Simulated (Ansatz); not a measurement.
# CaHfSe3 (model cell, started as cubic perovskite with Hf in the octahedra): a soft mode frozen in

Which phase does CaHfSe3 (model cell, started as cubic perovskite with Hf in the octahedra) fall into along its unstable mode, and how much energy does it gain?

Calculated with Ansatz 0.2.0; DFT LDA, scalar-relativistic, plane waves, PAW; PAW set soft_1.

Most raw output is cut from this account.

The structure was built from a prototype and need not be the compound's stable phase.

### Step 1. The structure

It takes space group Pm-3m (No. 221, cubic). Conventional cell: a = 5.075 Å, b = 5.075 Å, c = 5.075 Å, α = 90.00°, β = 90.00°, γ = 90.00°. Nearest to Ca lie 12 Se at 3.59 Å. Nearest to Hf lie 6 Se at 2.54 Å. Nearest to Se lie 2 Hf at 2.54 Å and 4 Ca at 3.59 Å. Farther neighbours and most contacts between anions are not listed.

### Step 2. The dispersion

The cell comes from relaxations at this level that are not shown. Stability and thermal properties need the whole zone. Linear response on a 2×2×2 q mesh gives force constants as far as a supercell of that size would.

input.yaml

```yaml
crystal:
  lattice:
    - [5.0745860677, 0.0, 0.0]
    - [0.0, 5.0745860677, 0.0]
    - [0.0, 0.0, 5.0745860677]
  atoms:
    - { symbol: Ca, position: [0.0, 0.0, 0.0] }
    - { symbol: Hf, position: [0.5, 0.5, 0.5] }
    - { symbol: Se, position: [0.5, 0.5, 0.0] }
    - { symbol: Se, position: [0.5, 0.0, 0.5] }
    - { symbol: Se, position: [0.0, 0.5, 0.5] }
kpoints:
  mp_grid: { grid: [8, 8, 8] }
hamiltonian:
  xc: lda
  pseudopotentials: { kind: paw, azcp: { folder: soft_1 }, xc_functional: pbe }
scf:
  occupations: { method: methfessel_paxton, width: 0.2 }
output:
  eigenvalues: true
phonons:
  method: dfpt
  qmesh: [2, 2, 2]
  temperatures: { t_max: 1000, t_step: 50 }
  qpath:
    path:
      - [[0.0, 0.0, 0.0], [0.0, 0.5, 0.0], [0.5, 0.5, 0.0], [0.0, 0.0, 0.0], [0.5, 0.5, 0.5], [0.0, 0.5, 0.0]]
      - [[0.5, 0.5, 0.5], [0.5, 0.5, 0.0]]
    npoints: 10
```

Command:

```console
> ansatz run input.yaml --threads 4 --pin off --max-ram 16384MiB --backend cpu --events-out ev --progress --plain --runs-dir out
```

The job ended after 9.2 min (4 threads of Arm Neoverse V2, shared host; peak memory 2.2 GiB).

Numbers from this step:

```yaml
volume_per_atom: 26.14 Å³
gap_on_the_k_mesh: 0 eV
sum_rule_residual_before_enforcement: 4.02e-5 eV/Å²
lowest_frequency_on_the_path: -118.7 cm⁻¹
point_group: m-3m
highest_frequency_on_the_path_or_at_a_solved_wavevector: 301.8 cm⁻¹
highest_optical_mode_at_the_zone_centre_no_lo_to_term: 250.4 cm⁻¹
lowest_optical_zone_centre_mode: -118.7 cm⁻¹
lowest_mode_on_the_q_mesh_acoustic_modes_at_gamma_apart: -118.7 cm⁻¹
```

Frequencies (cm⁻¹) solved at each irreducible wavevector; negative means imaginary. Frequencies by wavevector, by row:

```
q in reciprocal lattice units  star  mode 1  mode 2  mode 3  mode 4  mode 13  mode 14  mode 15
                        0 0 0     1  -118.7  -118.7  -118.7     -78    250.4    250.4    250.4
                     0 0 -0.5     3  -107.9  -107.9     -64     -64    252.7    252.7    278.3
                  0 -0.5 -0.5     3  -109.6  -109.6  -106.9   -85.9    205.8    255.9    290.7
               -0.5 -0.5 -0.5     1    -112    -112    -112  -110.7    175.1    175.1    301.8
```

Interpolated from a 2×2×2 q mesh. The phonon branches at the labelled points (cm⁻¹):

```
    point  branch 1  branch 2  branch 3  branch 4  branch 12  branch 13  branch 14  branch 15
        Γ      -119      -119      -119       -78          0        250        250        250
  halfway      -114      -114       -82       -68        106        252        252        263
        X      -108      -108       -64       -64        154        253        253        278
  halfway      -109       -98       -90       -86        156        230        254        286
        M      -110      -110      -107       -86        159        206        256        291
  halfway      -107      -104       -94       -81        110        239        253        276
        Γ      -119      -119      -119       -78          0        250        250        250
  halfway      -104      -104       -94       -85        115        235        235        289
        R      -112      -112      -112      -111        155        175        175        302
  halfway      -106      -105       -98       -92        156        219        230        296
        X      -108      -108       -64       -64        154        253        253        278
jump to R      -112      -112      -112      -111        155        175        175        302
  halfway      -111      -111      -109      -100        157        191        220        300
        M      -110      -110      -107       -86        159        206        256        291
```

Symmetry leaves 4 wavevectors to solve. The lowest mode among them, the acoustic zeros apart, lies at Γ and is imaginary, 118.7i cm⁻¹, so the energy falls along it.

### Step 3. The mode frozen in, largest atomic shift 0 Å

The mode followed lies at Γ with frequency 118.7i cm⁻¹ and is 3-fold degenerate, the softest among the wavevectors solved. At small amplitude the distorted cell has space group no. 99 by a symmetry search on the positions. The undistorted cell that holds it gives the zero of energy on the same k mesh.

input.yaml, the sections that differ from step 2:

```yaml
output:
  forces: true
  stress: true
  eigenvalues: true
# crystal, kpoints, hamiltonian, scf: as in step 2
# phonons: removed
```

Wall time 4.7 s (4 threads); peak memory 0.54 GiB.

Numbers from this step:

* pressure: -6.17e-5 GPa
* energy from the undistorted cell: 0 meV/atom

The run ends at a pressure of 0.00 GPa.

### Step 4. The mode frozen in, largest atomic shift 0.6 Å

The atoms are moved along the unstable eigenvector, the largest shift by 0.6 Å, with the cell fixed.

input.yaml, the sections that differ from step 3:

```yaml
crystal:
  lattice:
    - [5.0745860677, 0.0, 0.0]
    - [0.0, 5.0745860677, 0.0]
    - [0.0, 0.0, 5.0745860677]
  atoms:
    - { symbol: Ca, position: [0.0, -0.1182362447, 0.0] }
    - { symbol: Hf, position: [0.5, 0.4982134024, 0.5] }
    - { symbol: Se, position: [0.5, 0.5281575205, 0.0] }
    - { symbol: Se, position: [0.5, 0.0077281505, 0.5] }
    - { symbol: Se, position: [0.0, 0.5281575205, 0.5] }
# kpoints, hamiltonian, scf, output: as in step 3
```

It took 17 s on 4 threads; peak memory 0.64 GiB; 68 s of CPU time.

Numbers from this step:

* pressure: 1.134 GPa
* energy from the undistorted cell: -64.66 meV/atom

The energy, extrapolated to zero smearing, is -64.66 meV/atom against the undistorted cell.

The run ends at a pressure of 1.13 GPa, with forces up to 0.53 eV/Å.

### Step 5. Energy along the mode, all amplitudes (two of the runs are shown above)

An imaginary frequency means negative curvature, so the energy should fall and then rise again as anharmonic terms take over.

This step gave:

```
depth at the lowest point sampled  : 64.66 meV/atom
largest atomic shift at that point : 0.6 Å
```

Energy from the parent against largest atomic shift:

```
largest atomic shift (Å)  energy from the parent (meV/atom)
                   0.000                                  0
                   0.040                             -0.409
                   0.080                              -1.63
                   0.140                              -4.93
                   0.220                              -11.9
                   0.320                              -23.9
                   0.450                              -42.8
                   0.600                              -64.7
```

Displacement at unit largest shift by atom:

```
atom  x (Å)  y (Å)  z (Å)  size
 Ca1   0.00  -1.00   0.00  1.00
 Hf2   0.00  -0.01   0.00  0.01
 Se3   0.00   0.24   0.00  0.24
 Se4   0.00   0.07   0.00  0.07
 Se5   0.00   0.24   0.00  0.24
```

The lowest of the steps tried is the last one, at 0.6 Å, 64.7 meV/atom below the parent; the bottom of the well need not coincide with a step.

### Step 6. Relaxation from the frozen mode

Starting from the lowest point found, all atoms and the cell are let go, so that strain and other modes of the same symmetry can join in.

input.yaml: that of step 4 with these lines changed.

```diff
@@ -22 +22,6 @@
   eigenvalues: true
+relax:
+  adjacent_minimum: "off"
+  f_tol: 0.002
+  max_steps: 120
+  cell: { stress_tol: 0.03 }
```

It took 3.4 min on 4 threads; peak memory 0.7 GiB.

Relaxation path:

```
step  energy less that of the first step (eV)  largest force component (eV/Å)  pressure (GPa)  volume (Å³)
   1                                   0.0000                          0.5277            1.13       130.68
   2                                  -0.1239                          0.3121           -0.83       136.25
   3                                  -0.1316                          0.4927            1.17       135.07
   4                                  -0.1610                          0.2649            0.05       136.08
   5                                  -0.1732                          0.2782           -0.17       136.53
   6                                  -0.1482                          1.0886            0.32       137.22
   7                                  -0.1846                          0.1828           -0.08       136.61
   8                                  -0.1898                          0.0091            0.08       136.42
   9                                  -0.1898                          0.0344            0.00       136.92
  10                                  -0.1899                          0.0069           -0.01       136.71
  11                                  -0.1899                          0.0131            0.01       136.74
  12                                  -0.1899                          0.0017            0.00       136.73
 13*                                  -0.1909                          0.0017            0.01       136.73
```

Relaxation steps marked * repeat the geometry before them on a plane-wave basis chosen anew for their cell, so energy and pressure can jump there. Relaxation steps 6, 9 were tried and not accepted.

Forces are held to the 8 operations that the run works with; a distortion that breaks them can't arise in this run.

```
conventional cell, symmetrised  before  after  change
                         a (Å)   5.075  5.058  -0.3 %
                         b (Å)   5.075  5.058  -0.3 %
                         c (Å)   5.075  5.344  +5.3 %
              volume (Å³/atom)   26.14  27.35  +4.6 %
```

The atoms that moved most (Å, as changes of fractional coordinates times the final cell):

```
atom     dx      dy     dz  length
 Ca1  0.000  -0.263  0.000   0.263
 Se3  0.000   0.200  0.000   0.200
 Se5  0.000   0.200  0.000   0.200
 Hf2  0.000  -0.166  0.000   0.166
 Se4  0.000   0.029  0.000   0.029
```

The relaxed structure:

```xyz
5
Lattice="5.0582 0.0000 0.0000 0.0000 5.3438 0.0000 0.0000 0.0000 5.0582" Properties=species:S:1:pos:R:3 pbc="T T T"
Ca    0.0000   -0.8952    0.0000
Hf    2.5291    2.4962    2.5291
Se    2.5291    3.0228    0.0000
Se    2.5291    0.0702    2.5291
Se    0.0000    3.0228    2.5291
```

This step gave:

```
pressure          : 0.006334 GPa
volume per atom   : 27.35 Å³
gap on the k-mesh : 0.2149 eV
```

The distorted start has space group P4mm; the relaxation ends in P4mm.

### Step 7. The new phase in its own primitive cell

The relaxed structure is symmetrised, reduced to its primitive cell and relaxed tightly, as its phonons need.

input.yaml, the sections that differ from step 6:

```yaml
crystal:
  lattice:
    - [5.0582459984, 0.0, 0.0]
    - [0.0, 5.0582459984, 0.0]
    - [0.0, 0.0, 5.3438465534]
  atoms:
    - { symbol: Ca, position: [0.0, 0.0, 0.1675271185] }
    - { symbol: Hf, position: [0.5, 0.5, 0.5328890058] }
    - { symbol: Se, position: [0.5, 0.0, 0.4343478738] }
    - { symbol: Se, position: [0.5, 0.5, 0.9868677789] }
    - { symbol: Se, position: [0.0, 0.5, 0.4343478738] }
kpoints:
  mp_grid: { grid: [6, 6, 6] }
relax:
  adjacent_minimum: "off"
  f_tol: 0.001
  max_steps: 60
  cell: { stress_tol: 0.01 }
# hamiltonian, scf, output: as in step 6
```

Elapsed: 44 s, on 4 threads; peak memory 0.58 GiB; 2.8 min of CPU time.

Little changed from the start: no atom moved by 0.005 Å and no cell edge by 0.1 %.

Numbers from this step:

```
pressure           : 0.001486 GPa
gap on the k-mesh  : 0.2132 eV
direct gap on mesh : 1.103 eV
```

The largest force component left is 0.51 meV/Å and the pressure is 0.001 GPa, within the tolerances set. The cell now holds 27.35 Å³/atom.

### Step 8. Modes of the new phase, k-mesh 6×6×6

A relaxed structure may still be a saddle point, so its zone-centre modes are computed. No field response is asked.

input.yaml, the sections that differ from step 7:

```yaml
crystal:
  lattice:
    - [5.0591416367, 0.0, 0.0]
    - [0.0, 5.0591416367, 0.0]
    - [0.0, 0.0, 5.3429579847]
  atoms:
    - { symbol: Ca, position: [0.0, 0.0, 0.1677229766] }
    - { symbol: Hf, position: [0.5, 0.5, 0.5326447511] }
    - { symbol: Se, position: [0.5, 0.0, 0.4344185244] }
    - { symbol: Se, position: [0.5, 0.5, 0.9867748742] }
    - { symbol: Se, position: [0.0, 0.5, 0.4344185244] }
output:
  eigenvalues: true
phonons:
  method: dfpt
# kpoints, hamiltonian, scf: as in step 7
# relax: removed
```

It took 2.5 min on 4 threads; peak memory 1.6 GiB; 9.4 min of CPU time.

This step gave:

* sum-rule residual before enforcement: 2.68e-5 eV/Å²
* point group: 4mm
* highest optical mode at the zone centre (no LO-TO term): 245.5 cm⁻¹
* lowest optical zone-centre mode: -53.59 cm⁻¹

Patterns of degenerate modes are one choice out of their space. The modes at Γ (shares of kinetic energy by element, %) (negative means imaginary):

```
mode  frequency (cm⁻¹)  symmetry  Ca %  Hf %  Se %
   1             -53.6         E    29     5    66
   2             -53.6         E    29     5    66
   3               0.0  acoustic     9    39    52
   4               0.0  acoustic     9    39    52
   5               0.0  acoustic     9    39    52
   6              66.0        B1     0     0   100
   7              66.5         E     3    41    56
   8              66.5         E     3    41    56
   9              78.5        A1    13    39    48
  10             140.5        A1    78     1    21
  11             153.9         E    60     0    40
  12             153.9         E    60     0    40
  13             230.2         E     0    14    86
  14             230.2         E     0    14    86
  15             245.5        A1     1    21    78
```

Displacements in mode 1 (-53.6 cm⁻¹), the largest set to 1:
```
Ca1  0.02  1.00  0.00
Hf2  0.00 -0.21  0.00
Se3  0.01 -0.07  0.00
Se4 -0.01 -0.75  0.00
Se5  0.00  0.78  0.00
```

Displacements in mode 11 (153.9 cm⁻¹), the largest set to 1:
```
Ca1  0.00  1.00  0.00
Hf2  0.00  0.04  0.00
Se3  0.00 -0.11  0.00
Se4  0.00  0.08  0.00
Se5  0.00 -0.56  0.00
```

Before it was imposed, the acoustic sum rule was missed by 2.7e-5 eV/Å². Small misses are needed for a sound result but don't prove that mesh and cutoff are converged. The lowest optical mode is imaginary, 53.6i cm⁻¹, so the energy falls along it.

### Step 9. What came out

| Quantity | Value |
| --- | --- |
| unstable mode of the parent | q = (0, 0, 0), 119i cm⁻¹ |
| depth at the lowest point sampled | 64.7 meV/atom |
| largest atomic shift at that point | 0.6 Å |
| space group reached (within 0.01 Å) | P4mm |
| energy gained over the parent (first relaxation, on the mesh of the frozen mode) | 103 meV/atom |
| volume per atom, phase reached | 27.4 Å³ |
| gap on the k-mesh, phase reached | 0.213 eV |
| lowest optical zone-centre mode, phase reached | -53.6 cm⁻¹ |
| highest optical mode at the zone centre (no LO-TO term), phase reached | 245 cm⁻¹ |

Along this mode the structure falls into P4mm, 103 meV/atom below the parent. At the parent's cell the well is 64.66 meV/atom deep on the steps tried, with its lowest point at a shift of 0.6 Å. That is the last step tried, so the steps alone don't bracket the bottom of the well. Relaxing atoms and cell changes the gain by +38.17 meV/atom against the lowest step (energies at zero smearing). The new phase still has an imaginary mode at the zone centre of its cell, so it is a saddle point on the way to a lower structure. Of the 5 patterns followed to their end from this parent, this one reaches the lowest energy. Each path keeps the symmetry of its pattern, so a lower phase may lie along a pattern not tried. With no gap, or one that is small against the smearing, the frequencies hang on the k mesh and the smearing, most of all near Kohn anomalies. A semilocal functional can close a gap that the real compound would have, so the metallic treatment may be an artefact of the level. Spin-orbit coupling is left out, which can matter for the heavy elements here. The PAW files were made for PBE and serve the other functionals too. The starting cell was built on a prototype and not taken from a measurement, so the phase need not exist.

[Logs are printed without paths, hosts, clocks, repeated set-up lines and the standing remarks that a program may print on its own settings, such as how far it seeks lower states.]

[Hosts, paths, dates, database ids (printed as entryN), source tags and the programs' standing remarks are cut or masked in the printed files.]
